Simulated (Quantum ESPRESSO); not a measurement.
## Mn3InC: which magnetic order is lowest

Wanted: the moments of Mn3InC and the energy of each order that was tried.

Program: Quantum ESPRESSO 7.5. Level of theory: PBEsol; plane waves with GBRV 1.5 PBEsol potentials, no spin-orbit coupling. Results are calculated unless marked as measured.

Report form: the programs' logs are mostly left out.

### 1. The structure

Symmetry: Pm-3m, No. 221, cubic system. The conventional cell has a = 3.949 Å, b = 3.949 Å, c = 3.949 Å, α = 90.00°, β = 90.00°, γ = 90.00°. Nearest to Mn lie 2 C at 1.97 Å and 8 Mn at 2.79 Å and 4 In at 2.79 Å. In has 12 Mn at 2.79 Å nearest. Nearest to C lie 6 Mn at 1.97 Å. Farther neighbours are not listed.

Structure file:

```cif
data_structure
_symmetry_space_group_name_H-M 'P 1'
_symmetry_Int_Tables_number 1
_cell_length_a 3.9487
_cell_length_b 3.9487
_cell_length_c 3.9487
_cell_angle_alpha 90.000
_cell_angle_beta 90.000
_cell_angle_gamma 90.000
_cell_volume 61.57
loop_
_atom_site_label
_atom_site_type_symbol
_atom_site_fract_x
_atom_site_fract_y
_atom_site_fract_z
_atom_site_occupancy
Mn1 Mn 0.50000 0.00000 0.00000 1
Mn2 Mn 0.00000 0.00000 0.50000 1
Mn3 Mn 0.00000 0.50000 0.00000 1
In4 In 0.50000 0.50000 0.50000 1
C5 C 0.00000 0.00000 0.00000 1
```

The cell comes from Materials Project 2023-11-01, a database of computed structures, and need not be the stable phase.

### 2. Run 1, typed as ferro +++

The signs are those of the starting moments on the seeded atoms, the atoms that are given a moment.

Contents of pw.in:

```
&CONTROL
  calculation = 'scf'
  prefix = 'pwscf'
  outdir = './tmp'
  pseudo_dir = './pseudo'
  disk_io = 'nowf'
/
&SYSTEM
  ibrav = 0
  celldm(1) = 8
  nat = 5
  ntyp = 3
  ecutwfc = 40
  ecutrho = 280
  nbnd = 46
  occupations = 'smearing'
  smearing = 'fd'
  degauss = 0.0110248
  nspin = 2
  starting_magnetization(1) = 0.2333
  starting_magnetization(2) = 0
  starting_magnetization(3) = 0
/
&ELECTRONS
  conv_thr = 1d-08
  electron_maxstep = 150
  mixing_beta = 0.3
/
ATOMIC_SPECIES
Mn     54.9380 mn_pbesol_v1.5.uspp.F.UPF
In    114.8180 in_pbesol_v1.4.uspp.F.UPF
C      12.0110 c_pbesol_v1.2.uspp.F.UPF
CELL_PARAMETERS alat
   0.9327369259869    0.0000000000000    0.0000000000000
   0.0000000000000    0.9327369259869    0.0000000000000
   0.0000000000000    0.0000000000000    0.9327369259869
ATOMIC_POSITIONS crystal
Mn      0.5000000000    0.0000000000    0.0000000000
Mn      0.0000000000    0.0000000000    0.5000000000
Mn      0.0000000000    0.5000000000    0.0000000000
In      0.5000000000    0.5000000000    0.5000000000
C       0.0000000000    0.0000000000    0.0000000000
K_POINTS automatic
8 8 8 0 0 0
```

The run is started by

```bash
$ OMP_NUM_THREADS=1 mpirun -n 4 pw.x -nk 4 -in pw.in > pw.out
```

The job ended after 54 s (4 MPI ranks of Intel Xeon at 2.70GHz, shared host; peak memory 0.48 GiB; 3.5 min of CPU time).

Spin moment in the atom's sphere by atom:

```tsv
atom	spin moment in the atom's sphere (μB)
Mn1	1.80
Mn2	1.80
Mn3	1.80
In4	-0.08
C5	-0.16
```

Read from the output:

- smearing term TS: 0.3692 eV
- magnetization: 5.856 μB
- absolute magnetization: 6.554 μB
- final state: ferromagnetic

### 3. Run 2, typed as antiferro q=(0,0,1/2) +−+−+−

The cell is doubled to 10 atoms to hold this order. The wavevector q is in fractions of the reciprocal vectors of the crystal's primitive cell, as the cells of these inputs are built from it; moments change sign between cells as cos(2π q·R).

Contents of pw.in:

```
&CONTROL
  calculation = 'scf'
  prefix = 'pwscf'
  outdir = './tmp'
  pseudo_dir = './pseudo'
  disk_io = 'nowf'
/
&SYSTEM
  ibrav = 0
  celldm(1) = 8
  nat = 10
  ntyp = 4
  ecutwfc = 40
  ecutrho = 280
  nbnd = 78
  occupations = 'smearing'
  smearing = 'fd'
  degauss = 0.0110248
  nspin = 2
  starting_magnetization(1) = 0.2333
  starting_magnetization(2) = -0.2333
  starting_magnetization(3) = 0
  starting_magnetization(4) = 0
/
&ELECTRONS
  conv_thr = 2d-08
  electron_maxstep = 150
  mixing_beta = 0.3
/
ATOMIC_SPECIES
Mn1    54.9380 mn_pbesol_v1.5.uspp.F.UPF
Mn2    54.9380 mn_pbesol_v1.5.uspp.F.UPF
In    114.8180 in_pbesol_v1.4.uspp.F.UPF
C      12.0110 c_pbesol_v1.2.uspp.F.UPF
CELL_PARAMETERS alat
   0.9327369259869    0.0000000000000    0.0000000000000
   0.0000000000000    0.9327369259869    0.0000000000000
   0.0000000000000    0.0000000000000    1.8654738519739
ATOMIC_POSITIONS crystal
Mn1     0.5000000000    0.0000000000    0.0000000000
Mn2     0.5000000000    0.0000000000    0.5000000000
Mn1     0.0000000000    0.0000000000    0.2500000000
Mn2     0.0000000000    0.0000000000    0.7500000000
Mn1     0.0000000000    0.5000000000    0.0000000000
Mn2     0.0000000000    0.5000000000    0.5000000000
In      0.5000000000    0.5000000000    0.2500000000
In      0.5000000000    0.5000000000    0.7500000000
C       0.0000000000    0.0000000000    0.0000000000
C       0.0000000000    0.0000000000    0.5000000000
K_POINTS automatic
8 8 4 0 0 0
```

Elapsed: 7.4 min, on 4 MPI ranks; peak memory 1 GiB; 30 min of CPU time.

Spin moment in the atom's sphere by atom:

```tsv
atom	spin moment in the atom's sphere (μB)
Mn1	1.82
Mn2	-1.82
Mn3	1.86
Mn4	-1.86
Mn5	1.82
Mn6	-1.82
In7	-0.02
In8	0.02
C9	-0.10
C10	0.10
```

Read from the output:

```
smearing term TS       : 0.7530 eV
magnetization          : 0 μB
absolute magnetization : 13.32 μB
final state            : antiferromagnetic
```

### 4. Run 3, typed as antiferro q=(1/2,1/2,1/2) +−+−+−

The cell is doubled to 10 atoms to hold this order.

Contents of pw.in:

```
&CONTROL
  calculation = 'scf'
  prefix = 'pwscf'
  outdir = './tmp'
  pseudo_dir = './pseudo'
  disk_io = 'nowf'
/
&SYSTEM
  ibrav = 0
  celldm(1) = 8
  nat = 10
  ntyp = 4
  ecutwfc = 40
  ecutrho = 280
  nbnd = 78
  occupations = 'smearing'
  smearing = 'fd'
  degauss = 0.0110248
  nspin = 2
  starting_magnetization(1) = 0.2333
  starting_magnetization(2) = -0.2333
  starting_magnetization(3) = 0
  starting_magnetization(4) = 0
/
&ELECTRONS
  conv_thr = 2d-08
  electron_maxstep = 150
  mixing_beta = 0.3
/
ATOMIC_SPECIES
Mn1    54.9380 mn_pbesol_v1.5.uspp.F.UPF
Mn2    54.9380 mn_pbesol_v1.5.uspp.F.UPF
In    114.8180 in_pbesol_v1.4.uspp.F.UPF
C      12.0110 c_pbesol_v1.2.uspp.F.UPF
CELL_PARAMETERS alat
   1.8654738519739    0.0000000000000    0.0000000000000
   0.9327369259869    0.9327369259869    0.0000000000000
   0.9327369259869    0.0000000000000    0.9327369259869
ATOMIC_POSITIONS crystal
Mn1     0.2500000000    0.0000000000    0.0000000000
Mn2     0.7500000000    0.0000000000    0.0000000000
Mn1     0.7500000000    0.0000000000    0.5000000000
Mn2     0.2500000000    0.0000000000    0.5000000000
Mn1     0.7500000000    0.5000000000    0.0000000000
Mn2     0.2500000000    0.5000000000    0.0000000000
In      0.7500000000    0.5000000000    0.5000000000
In      0.2500000000    0.5000000000    0.5000000000
C       0.0000000000    0.0000000000    0.0000000000
C       0.5000000000    0.0000000000    0.0000000000
K_POINTS automatic
4 8 8 0 0 0
```

The job ended after 6.5 min (4 MPI ranks; peak memory 0.98 GiB).

Spin moment in the atom's sphere by atom:

```tsv
atom	spin moment in the atom's sphere (μB)
Mn1	1.71
Mn2	-1.71
Mn3	1.71
Mn4	-1.71
Mn5	1.71
Mn6	-1.71
In7	0.00
In8	0.00
C9	0.00
C10	0.00
```

Read from the output:

- smearing term TS: 0.8087 eV
- magnetization: -0.009 μB
- absolute magnetization: 12.25 μB
- final state: antiferromagnetic

### 5. Run 4, typed as antiferro q=(0,0,1/2) +−+−−+

This order needs a doubled cell of 10 atoms.

Contents of pw.in:

```
&CONTROL
  calculation = 'scf'
  prefix = 'pwscf'
  outdir = './tmp'
  pseudo_dir = './pseudo'
  disk_io = 'nowf'
/
&SYSTEM
  ibrav = 0
  celldm(1) = 8
  nat = 10
  ntyp = 4
  ecutwfc = 40
  ecutrho = 280
  nbnd = 78
  occupations = 'smearing'
  smearing = 'fd'
  degauss = 0.0110248
  nspin = 2
  starting_magnetization(1) = 0.2333
  starting_magnetization(2) = -0.2333
  starting_magnetization(3) = 0
  starting_magnetization(4) = 0
/
&ELECTRONS
  conv_thr = 2d-08
  electron_maxstep = 150
  mixing_beta = 0.3
/
ATOMIC_SPECIES
Mn1    54.9380 mn_pbesol_v1.5.uspp.F.UPF
Mn2    54.9380 mn_pbesol_v1.5.uspp.F.UPF
In    114.8180 in_pbesol_v1.4.uspp.F.UPF
C      12.0110 c_pbesol_v1.2.uspp.F.UPF
CELL_PARAMETERS alat
   0.9327369259869    0.0000000000000    0.0000000000000
   0.0000000000000    0.9327369259869    0.0000000000000
   0.0000000000000    0.0000000000000    1.8654738519739
ATOMIC_POSITIONS crystal
Mn1     0.5000000000    0.0000000000    0.0000000000
Mn2     0.5000000000    0.0000000000    0.5000000000
Mn1     0.0000000000    0.0000000000    0.2500000000
Mn2     0.0000000000    0.0000000000    0.7500000000
Mn2     0.0000000000    0.5000000000    0.0000000000
Mn1     0.0000000000    0.5000000000    0.5000000000
In      0.5000000000    0.5000000000    0.2500000000
In      0.5000000000    0.5000000000    0.7500000000
C       0.0000000000    0.0000000000    0.0000000000
C       0.0000000000    0.0000000000    0.5000000000
K_POINTS automatic
8 8 4 0 0 0
```

Run time: 6.3 min. Hardware: 4 MPI ranks; peak memory 1 GiB.

Numbers from this step:

```
smearing term TS       : 0.7158 eV
magnetization          : 0 μB
absolute magnetization : 13.13 μB
final state            : antiferromagnetic
largest moment         : 1.985 μB
```

### 6. The states side by side

An order is kept where moments of 0.15 μB or more survive with the typed signs; meshes match where a doubled cell samples the same k points as the first cell.

Orders:

```tsv
start	final state	typed order kept	energy over the lowest (meV a seeded atom)	largest site moment (μB)	net moment (μB a cell of the first run)	mesh matched	CPU time (s)
ferro +++	ferromagnetic	yes	0	1.796	5.856	yes	212.1
antiferro q=(0,0,1/2) +-+-+-	antiferromagnetic	yes	17.15	1.864	0	yes	1775
antiferro q=(1/2,1/2,1/2) +-+-+-	antiferromagnetic	yes	20.63	1.71	0.004294	yes	1546
antiferro q=(0,0,1/2) +-+--+	antiferromagnetic	yes	29.53	1.985	0	yes	1505
```

### 7. Summary of results

```json
{
 "lowest state found": "ferromagnetic (from ferro +++)",
 "largest site moment": "1.80 μB",
 "next state with moments": "antiferromagnetic, 17.1 meV a seeded atom higher"
}
```

The smearing terms TS of the orders run from 119 to 135 meV a seeded atom, so the differences would change at a smaller width: an order with a larger TS is lowered more by the smearing. This is the lowest of 4 collinear or spinless starts, no proof of the ground state. Energies are free energies at an electronic temperature of 1740 K, which lowers moments and differences where the moments are itinerant.

[Logs and program files are shortened in this print: banners, set-up blocks, solver, clock and traceback lines can be left out without a mark of their own.]

[Logs are printed without paths, hosts, clocks, repeated set-up lines and the standing remarks that a program may print on its own settings, such as how far it seeks lower states.]

[Hosts, paths, dates, database ids (printed as entryN), source tags and the programs' standing remarks are cut or masked in the printed files.]

[Where a cell is said to come from a database of computed structures, the database is the Materials Project.]
